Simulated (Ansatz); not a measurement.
# Vibrations of species on Cu(111), part 2 of 2

Aim: bond lengths and vibrational modes of species bound on Cu(111).

Ansatz 0.2.0; DFT PBE, scalar-relativistic, plane waves, PAW; PAW set soft_1.

So far. Step 3 (Letting the atoms settle: H at the fcc hollow site, 1 …): The largest force component left on a free atom is 1.2 meV/Å. Step 4 (Force constants among chosen sites: H at the fcc hollow …): The highest mode of the block lies at 1091.5 cm⁻¹; the acoustic sum rule moved it by 0.0 cm⁻¹.

### Step 5. Relaxation in the fixed cell: H at the fcc hollow site, 0.5 monolayer

The slab carries H at the fcc hollow site, 0.5 monolayer. Its plane takes the lattice constant of the bulk relaxed at this level. The lowest layers are held, and the other atoms relax. The program lengthens the typed cell of 21.9 Å along the normal to 37.5 Å, as its cut-off of the electrostatics needs, and moves no atom.

System of this step: H at the fcc hollow site, 0.5 monolayer on Cu(111). The cell holds 9 atoms: 8 Cu and 1 H. Cell: a = 5.132 Å, b = 2.566 Å, c = 37.542 Å, α = 90.0°, β = 90.0°, γ = 60.0°. It derives from Cu. Vacuum lies along c.

Input file input.yaml:

```yaml
crystal:
  lattice:
    - [5.1322944113, 0.0, 0.0]
    - [1.2830736028, 2.2223446645, 0.0]
    - [0.0, 0.0, 21.8669573316]
  atoms:
    - { symbol: Cu, position: [0.0, 0.0, 0.342896] }
    - { symbol: Cu, position: [0.5, 0.0, 0.342896] }
    - { symbol: Cu, position: [0.166667, 0.333333, 0.438714] }
    - { symbol: Cu, position: [0.666667, 0.333333, 0.438714] }
    - { symbol: Cu, position: [0.833333, 0.666667, 0.534532] }
    - { symbol: Cu, position: [0.333333, 0.666667, 0.534532] }
    - { symbol: Cu, position: [0.0, 0.0, 0.63035] }
    - { symbol: Cu, position: [0.5, 0.0, 0.63035] }
    - { symbol: H, position: [0.166667, 0.333333, 0.657104] }
  periodic: [true, true, false]
kpoints:
  mp_grid: { grid: [6, 12, 1] }
hamiltonian:
  xc: pbe
  pseudopotentials: { kind: paw, azcp: { folder: soft_1 } }
scf:
  occupations: { method: methfessel_paxton, width: 0.15 }
output:
  forces: true
  eigenvalues: true
relax:
  adjacent_minimum: "off"
  f_tol: 0.003
  max_steps: 120
  constraints: [{ sites: [0, 1, 2, 3] }]
```

Run with:

```
ansatz run input.yaml --threads 8 --pin off --max-ram 20480MiB --backend cpu --events-out ev --progress --plain --runs-dir out
```

Numbers of over 12 decimals in the logs are rounded to 6 here.

Log:

```text
[...]
Warning: crystal.lattice, of which some number shows no typed digit to judge by, misses the space group found at crystal.symmetry.tolerance 1.0e-5 by more than rounding, which is why this is a warning: the operation that it misses by the most changes a squared length by the fraction 3.12e-6, and from 1e-6 on that is taken for a strain and not for rounding. The run uses the lattice that is a stretch of the typed one,  [...]
[...]
atoms:
    - { symbol: Cu, position: [0.0, 0.0, 0.199728] }
    - { symbol: Cu, position: [0.5, 0.0, 0.199728] }
    - { symbol: Cu, position: [0.166667, 0.333333, 0.255539] }
    - { symbol: Cu, position: [0.666667, 0.333333, 0.255539] }
    - { symbol: Cu, position: [0.832717, 0.667283, 0.312005] }
    - { symbol: Cu, position: [0.332812, 0.667188, 0.309778] }
    - { symbol: Cu, position: [-0.00349005, 0.00349005, 0.368656] }
    - { symbol: Cu, position: [0.495722, 0.00427792, 0.365442] }
    - { symbol: H, position: [0.167032, 0.332968, 0.391202] }
[key lines of the parts left out:]
SCF converged after 4 iterations
Free energy (F): -53015.602962 eV
Fermi energy:    -4.831912 eV
```

Wall time 2 min (8 threads of Intel Xeon at 2.70GHz, shared host); peak memory 2.1 GiB; 14 min of CPU time.

Step by step:

| step | energy less that of the first step (eV) | largest force component (eV/Å) |
| --- | --- | --- |
| 1 | 0.0000 | 1.1452 |
| 2 | -0.1244 | 0.7470 |
| 3 | -0.2047 | 0.0883 |
| 4 | -0.2061 | 0.0216 |
| 5 | -0.2063 | 0.0026 |
| 6 | -0.2063 | 0.0026 |

The run keeps the 2 symmetry operations that it works with, so distortions that break them were not tested.

The atoms that moved most (Å):

| atom | dx | dy | dz | length |
| --- | --- | --- | --- | --- |
| H9 | 0.001 | -0.001 | 0.317 | 0.317 |
| Cu8 | -0.016 | 0.010 | -0.065 | 0.067 |
| Cu6 | -0.002 | 0.001 | -0.059 | 0.059 |
| Cu7 | -0.013 | 0.008 | 0.056 | 0.058 |
| Cu5 | -0.002 | 0.001 | 0.025 | 0.025 |

The relaxed structure:

```cif
data_structure
_symmetry_space_group_name_H-M 'P 1'
_symmetry_Int_Tables_number 1
_cell_length_a 5.1323
_cell_length_b 2.5661
_cell_length_c 37.5415
_cell_angle_alpha 90.000
_cell_angle_beta 90.000
_cell_angle_gamma 60.000
_cell_volume 428.19
loop_
_atom_site_label
_atom_site_type_symbol
_atom_site_fract_x
_atom_site_fract_y
_atom_site_fract_z
_atom_site_occupancy
Cu1 Cu 0.00000 0.00000 0.19973 1
Cu2 Cu 0.50000 0.00000 0.19973 1
Cu3 Cu 0.16667 0.33333 0.25554 1
Cu4 Cu 0.66667 0.33333 0.25554 1
Cu5 Cu 0.83272 0.66728 0.31200 1
Cu6 Cu 0.33281 0.66719 0.30978 1
Cu7 Cu 0.99651 0.00349 0.36866 1
Cu8 Cu 0.49572 0.00428 0.36544 1
H9 H 0.16703 0.33297 0.39120 1
```

The largest force component left on a free atom is 2.6 meV/Å.

### Step 6. Force constants among chosen sites: H at the fcc hollow site, 0.5 monolayer

Only 3 sites are displaced (2 Cu and 1 H), with their periodic images, and all others stay at rest. This gives the modes that are localised on these sites for less work than the whole matrix.

Input file input.yaml:

```yaml
crystal:
  lattice:
    - [5.1322909425, -2.0027e-06, 0.0]
    - [1.2830718684, 2.2223456659, 0.0]
    - [0.0, 0.0, 37.5415458585]
  atoms:
    - { symbol: Cu, position: [0.0, 0.0, 0.199727849] }
    - { symbol: Cu, position: [0.5, 0.0, 0.199727849] }
    - { symbol: Cu, position: [0.166667, 0.333333, 0.2555392992] }
    - { symbol: Cu, position: [0.666667, 0.333333, 0.2555392992] }
    - { symbol: Cu, position: [0.8327170839, 0.6672829161, 0.3120048251] }
    - { symbol: Cu, position: [0.3328123268, 0.6671876732, 0.309778008] }
    - { symbol: Cu, position: [-0.0034900502, 0.0034900502, 0.3686561766] }
    - { symbol: Cu, position: [0.4957220842, 0.0042779158, 0.3654422468] }
    - { symbol: H, position: [0.1670320146, 0.3329679854, 0.3912017542] }
  periodic: [true, true, false]
kpoints:
  mp_grid: { grid: [6, 12, 1] }
hamiltonian:
  xc: pbe
  pseudopotentials: { kind: paw, azcp: { folder: soft_1 } }
scf:
  occupations: { method: methfessel_paxton, width: 0.15 }
output:
  eigenvalues: true
phonons:
  method: fd
  supercell: [1, 1, 1]
  displaced_sites: [6, 7, 8]
  rigid_motions: translations
```

Log:

```text
[...]
Crystal: 9 atoms, lattice volume = 428.189 Å³
Basis set: ecut = 420 eV, 8455 PW (Γ), exchange–correlation on 72×36×512 points (8 copies of the dense FFT grid, shifted against one another)
Bands: 92, of which v1, the nominal top of the filled ones, is band 77 counted from 1 (76 counted from 0)
Symmetry: 2 space group operations
k-points: 25 of 72 (time reversal used)
[...]
° read free of the cell's end (the report's vacuum.weakly_bound_levels)
[...]
force constants formed among 3 of 9 sites (Cu 6, Cu 7, H 8); the other 6 at rest. The modes move the named sites alone.
[...]
transpose residual: 6.9e-5 eV/Å²
[...]
unstable modes among the named sites: 0
  frequencies as built, with no sum rule (cm⁻¹): 55.80 56.64 115.87 132.70 136.65 214.82 847.54 923.60 1086.34
  zero-point energy: 0.221311 eV/cell   skipped modes (ω ≤ 0): 0
[...]
[key lines of the parts left out:]
SCF converged after 20 iterations
Free energy (F): -53015.602962 eV
Fermi energy:    -4.831910 eV
```

Elapsed: 4.1 min, on 8 threads; peak memory 2.6 GiB; 29 min of CPU time.

The other atoms of the cell are at rest; shares are of the kinetic energy, a minus sign marks an imaginary mode, and where like sites share a mode the one named is one choice of several. Modes of the displaced sites:

| mode | frequency (cm⁻¹) | share of Cu (%) | share of H (%) | site with the largest share | its share (%) |
| --- | --- | --- | --- | --- | --- |
| 1 | 55.8 | 99 | 1 | Cu7 | 52 |
| 2 | 56.6 | 99 | 1 | Cu7 | 50 |
| 3 | 115.9 | 99 | 1 | Cu7 | 98 |
| 4 | 132.7 | 100 | 0 | Cu8 | 98 |
| 5 | 136.7 | 99 | 1 | Cu8 | 51 |
| 6 | 214.8 | 99 | 1 | Cu8 | 52 |
| 7 | 847.5 | 1 | 99 | H9 | 99 |
| 8 | 923.6 | 1 | 99 | H9 | 99 |
| 9 | 1086.3 | 1 | 99 | H9 | 99 |

The same force constants with another mass on the added atoms, against the natural mean mass; listed are the real modes with at least half of their motion on these atoms, followed through small steps of mass, less those that pass through avoided crossings, where the squared overlap of new and old mass-weighted patterns is under 0.8. Modes after a change of mass:

| substitution | mode | frequency (cm⁻¹) | after (cm⁻¹) | ratio |
| --- | --- | --- | --- | --- |
| D for H | 7 | 847.5 | 602.9 | 1.406 |
| D for H | 8 | 923.6 | 658.2 | 1.403 |
| D for H | 9 | 1086.3 | 773.9 | 1.404 |

The highest mode of the block lies at 1086.3 cm⁻¹; the acoustic sum rule moved it by 0.0 cm⁻¹.

### Step 7. Relaxation in the fixed cell: H at the fcc hollow site, 0.25 monolayer

The slab carries H at the fcc hollow site, 0.25 monolayer. Its plane takes the lattice constant of the bulk relaxed at this level. The lowest layers are held, and the other atoms relax. The program lengthens the typed cell of 21.9 Å along the normal to 37.5 Å, as its cut-off of the electrostatics needs, and moves no atom.

System of this step: H at the fcc hollow site, 0.25 monolayer on Cu(111). The cell holds 17 atoms: 16 Cu and 1 H. Its edges and angles: a = 5.132 Å, b = 5.132 Å, c = 37.542 Å, α = 90.0°, β = 90.0°, γ = 60.0°. It derives from Cu. Vacuum lies along c.

Input file input.yaml:

```yaml
crystal:
  lattice:
    - [5.1322944113, 0.0, 0.0]
    - [2.5661472057, 4.4446893291, 0.0]
    - [0.0, 0.0, 21.8669573316]
  atoms:
    - { symbol: Cu, position: [0.0, 0.0, 0.342896] }
    - { symbol: Cu, position: [0.5, 0.0, 0.342896] }
    - { symbol: Cu, position: [0.0, 0.5, 0.342896] }
    - { symbol: Cu, position: [0.5, 0.5, 0.342896] }
    - { symbol: Cu, position: [0.166667, 0.166667, 0.438714] }
    - { symbol: Cu, position: [0.666667, 0.166667, 0.438714] }
    - { symbol: Cu, position: [0.166667, 0.666667, 0.438714] }
    - { symbol: Cu, position: [0.666667, 0.666667, 0.438714] }
    - { symbol: Cu, position: [0.833333, 0.333333, 0.534532] }
    - { symbol: Cu, position: [0.333333, 0.333333, 0.534532] }
    - { symbol: Cu, position: [0.833333, 0.833333, 0.534532] }
    - { symbol: Cu, position: [0.333333, 0.833333, 0.534532] }
    - { symbol: Cu, position: [0.0, 0.0, 0.63035] }
    - { symbol: Cu, position: [0.5, 0.0, 0.63035] }
    - { symbol: Cu, position: [0.0, 0.5, 0.63035] }
    - { symbol: Cu, position: [0.5, 0.5, 0.63035] }
    - { symbol: H, position: [0.166667, 0.166667, 0.657104] }
  periodic: [true, true, false]
kpoints:
  mp_grid: { grid: [6, 6, 1] }
hamiltonian:
  xc: pbe
  pseudopotentials: { kind: paw, azcp: { folder: soft_1 } }
scf:
  occupations: { method: methfessel_paxton, width: 0.15 }
output:
  forces: true
  eigenvalues: true
relax:
  adjacent_minimum: "off"
  f_tol: 0.003
  max_steps: 120
  constraints: [{ sites: [0, 1, 2, 3, 4, 5, 6, 7] }]
```

Log:

```text
[...]
Crystal: 17 atoms, lattice volume = 856.377 Å³
Basis set: ecut = 420 eV, 16775 PW (Γ), exchange–correlation on 72×72×512 points (8 copies of the dense FFT grid, shifted against one another)
Bands: 183, of which v1, the nominal top of the filled ones, is band 153 counted from 1 (152 counted from 0)
Symmetry: 6 space group operations
[...]
k-points: 7 of 36 (time reversal used)
[...]
- { symbol: Cu, position: [0.666667, 0.166667, 0.255539] }
    - { symbol: Cu, position: [0.166667, 0.666667, 0.255539] }
    - { symbol: Cu, position: [0.666667, 0.666667, 0.255539] }
[...]
- { symbol: Cu, position: [0.000310217, 0.000310217, 0.366579] }
    - { symbol: Cu, position: [0.499380, 0.000310217, 0.366579] }
    - { symbol: Cu, position: [0.000310217, 0.499380, 0.366579] }
    - { symbol: Cu, position: [0.500000, 0.5, 0.364306] }
    - { symbol: H, position: [0.166667, 0.166667, 0.390822] }
[key lines of the parts left out:]
SCF converged after 6 iterations
Free energy (F): -106015.194486 eV
Fermi energy:    -4.759262 eV
```

Wall time 1.8 min (8 threads); peak memory 4.3 GiB.

The steps of the relaxation:

| step | energy less that of the first step (eV) | largest force component (eV/Å) |
| --- | --- | --- |
| 1 | 0.0000 | 1.1441 |
| 2 | -0.1314 | 0.7601 |
| 3 | -0.2227 | 0.0689 |
| 4 | -0.2234 | 0.0430 |
| 5 | -0.2239 | 0.0012 |
| 6 | -0.2239 | 0.0012 |

The run keeps the 6 symmetry operations that it works with, so distortions that break them were not tested.

The atoms that moved most (Å):

| atom | dx | dy | dz | length |
| --- | --- | --- | --- | --- |
| H17 | 0.000 | 0.000 | 0.303 | 0.303 |
| Cu16 | 0.000 | 0.000 | -0.107 | 0.107 |
| Cu12 | 0.000 | 0.000 | -0.047 | 0.047 |
| Cu9 | 0.000 | 0.000 | -0.047 | 0.047 |
| Cu10 | 0.000 | 0.000 | -0.047 | 0.047 |
| Cu11 | 0.000 | 0.000 | 0.032 | 0.032 |
| Cu14 | -0.002 | 0.001 | -0.022 | 0.022 |
| Cu13 | 0.002 | 0.001 | -0.022 | 0.022 |

The largest force component left on a free atom is 1.2 meV/Å.

### Step 8. Modes of the chosen sites: H at the fcc hollow site, 0.25 monolayer

Only 4 sites are displaced (3 Cu and 1 H), with their periodic images, and all others stay at rest. This gives the modes that are localised on these sites for less work than the whole matrix.

Input file input.yaml:

```yaml
crystal:
  lattice:
    - [5.1322897863, 0.0, 0.0]
    - [2.5661448932, 4.4446933345, 0.0]
    - [0.0, 0.0, 37.5415458585]
  atoms:
    - { symbol: Cu, position: [0.0, 0.0, 0.199727849] }
    - { symbol: Cu, position: [0.5, 0.0, 0.199727849] }
    - { symbol: Cu, position: [0.0, 0.5, 0.199727849] }
    - { symbol: Cu, position: [0.5, 0.5, 0.199727849] }
    - { symbol: Cu, position: [0.1666666667, 0.1666666667, 0.2555392992] }
    - { symbol: Cu, position: [0.6666666667, 0.1666666667, 0.2555392992] }
    - { symbol: Cu, position: [0.1666666667, 0.6666666667, 0.2555392992] }
    - { symbol: Cu, position: [0.6666666667, 0.6666666667, 0.2555392992] }
    - { symbol: Cu, position: [0.833336546, 0.333331727, 0.3100927535] }
    - { symbol: Cu, position: [0.333331727, 0.333331727, 0.3100927535] }
    - { symbol: Cu, position: [0.8333333333, 0.8333333333, 0.3122130486] }
    - { symbol: Cu, position: [0.333331727, 0.833336546, 0.3100927535] }
    - { symbol: Cu, position: [0.0003102166, 0.0003102166, 0.3665793443] }
    - { symbol: Cu, position: [0.4993795668, 0.0003102166, 0.3665793443] }
    - { symbol: Cu, position: [0.0003102166, 0.4993795668, 0.3665793443] }
    - { symbol: Cu, position: [0.5, 0.5, 0.3643060847] }
    - { symbol: H, position: [0.1666666667, 0.1666666667, 0.3908217274] }
  periodic: [true, true, false]
kpoints:
  mp_grid: { grid: [6, 6, 1] }
hamiltonian:
  xc: pbe
  pseudopotentials: { kind: paw, azcp: { folder: soft_1 } }
scf:
  occupations: { method: methfessel_paxton, width: 0.15 }
output:
  eigenvalues: true
phonons:
  method: fd
  supercell: [1, 1, 1]
  displaced_sites: [12, 13, 14, 16]
  rigid_motions: translations
```

Log:

```text
[...]
Crystal: 17 atoms, lattice volume = 856.377 Å³
Basis set: ecut = 420 eV, 16775 PW (Γ), exchange–correlation on 72×72×512 points (8 copies of the dense FFT grid, shifted against one another)
Bands: 183, of which v1, the nominal top of the filled ones, is band 153 counted from 1 (152 counted from 0)
Symmetry: 6 space group operations
k-points: 7 of 36 (time reversal used)
[...]
force constants formed among 4 of 17 sites (Cu 12, Cu 13, Cu 14, H 16); the other 13 at rest. The modes move the named sites alone.
[...]
transpose residual: 7.7e-5 eV/Å²
[...]
unstable modes among the named sites: 0
  frequencies as built, with no sum rule (cm⁻¹): 92.65 92.65 125.91 132.68 132.68 133.97 180.01 180.01 215.98 844.83 844.83 1042.13
  zero-point energy: 0.249108 eV/cell   skipped modes (ω ≤ 0): 0
[...]
[key lines of the parts left out:]
SCF converged after 21 iterations
Free energy (F): -106015.194486 eV
Fermi energy:    -4.759263 eV
```

Run time: 4.4 min. Hardware: 8 threads; peak memory 6.2 GiB; 33 min of CPU time.

The other atoms of the cell are at rest; shares are of the kinetic energy, a minus sign marks an imaginary mode, and where like sites share a mode the one named is one choice of several. Modes of the displaced sites:

| mode | frequency (cm⁻¹) | share of Cu (%) | share of H (%) | site with the largest share | its share (%) |
| --- | --- | --- | --- | --- | --- |
| 1 | 92.7 | 99 | 1 | Cu13 | 42 |
| 2 | 92.7 | 99 | 1 | Cu15 | 50 |
| 3 | 125.9 | 100 | 0 | Cu15 | 33 |
| 4 | 132.7 | 100 | 0 | Cu15 | 66 |
| 5 | 132.7 | 100 | 0 | Cu14 | 50 |
| 6 | 134.0 | 100 | 0 | Cu15 | 33 |
| 7 | 180.0 | 100 | 0 | Cu14 | 42 |
| 8 | 180.0 | 100 | 0 | Cu15 | 50 |
| 9 | 216.0 | 99 | 1 | Cu14 | 33 |
| 10 | 844.8 | 1 | 99 | H17 | 99 |
| 11 | 844.8 | 1 | 99 | H17 | 99 |
| 12 | 1042.2 | 1 | 99 | H17 | 99 |

The same force constants with another mass on the added atoms, against the natural mean mass; listed are the real modes with at least half of their motion on these atoms, followed through small steps of mass, less those that pass through avoided crossings, where the squared overlap of new and old mass-weighted patterns is under 0.8. Modes after a change of mass:

| substitution | mode | frequency (cm⁻¹) | after (cm⁻¹) | ratio |
| --- | --- | --- | --- | --- |
| D for H | 10 | 844.8 | 600.9 | 1.406 |
| D for H | 11 | 844.8 | 600.9 | 1.406 |
| D for H | 12 | 1042.2 | 742.9 | 1.403 |

The highest mode of the block lies at 1042.2 cm⁻¹; the acoustic sum rule moved it by 0.0 cm⁻¹.

### Step 9. The series together

The members are set side by side.

The anchoring bond is the shortest distance from the first added atom to the slab, and like atoms elsewhere in the cell can differ; degenerate modes stand as often as they occur. The species side by side:

| species | coverage (monolayer) | anchoring bond | its length (Å) | highest level (cm⁻¹) | second (cm⁻¹) | third (cm⁻¹) |
| --- | --- | --- | --- | --- | --- | --- |
| H at the fcc hollow site | 1 | H-Cu | 1.707 | 1091 | 989.6 | 989.6 |
| H at the fcc hollow site | 0.5 | H-Cu | 1.714 | 1086 | 923.6 | 847.5 |
| H at the fcc hollow site | 0.25 | H-Cu | 1.736 | 1042 | 844.8 | 844.8 |

### Step 10. Results

- highest mode of the block of 2 sites, H at the fcc hollow site, 1 monolayer: 1091.5 cm⁻¹
- highest mode of the block of 3 sites, H at the fcc hollow site, 0.5 monolayer: 1086.3 cm⁻¹
- highest mode of the block of 4 sites, H at the fcc hollow site, 0.25 monolayer: 1042.2 cm⁻¹

**Reading.** With H at the fcc hollow site, 1 monolayer the highest mode of the block lies at 1091 cm⁻¹, 99 % on H. With H at the fcc hollow site, 0.5 monolayer the highest mode of the block lies at 1086 cm⁻¹, 99 % on H. With H at the fcc hollow site, 0.25 monolayer the highest mode of the block lies at 1042 cm⁻¹, 99 % on H. With all atoms beyond the displaced ones at rest, modes that spread into the slab are only rough; stretches of light atoms, well above the modes of the substrate atoms, are the least affected. Periodic images of the cell move in phase at the zone centre, so coupling to the images is part of these frequencies. Modes of hydrogen are strongly anharmonic, so measured lines can lie well away from these harmonic values. These are harmonic frequencies at zero temperature: anharmonic shifts, linewidths and thermal expansion are left out. The runs are without spin polarisation, although the cell has an odd electron count. The program warns in at least one run that the printed band levels were not confirmed.

[Logs are printed without paths, hosts, clocks, repeated set-up lines and the standing remarks that a program may print on its own settings, such as how far it seeks lower states.]

[Hosts, paths, dates, database ids (printed as entryN), source tags and the programs' standing remarks are cut or masked in the printed files.]
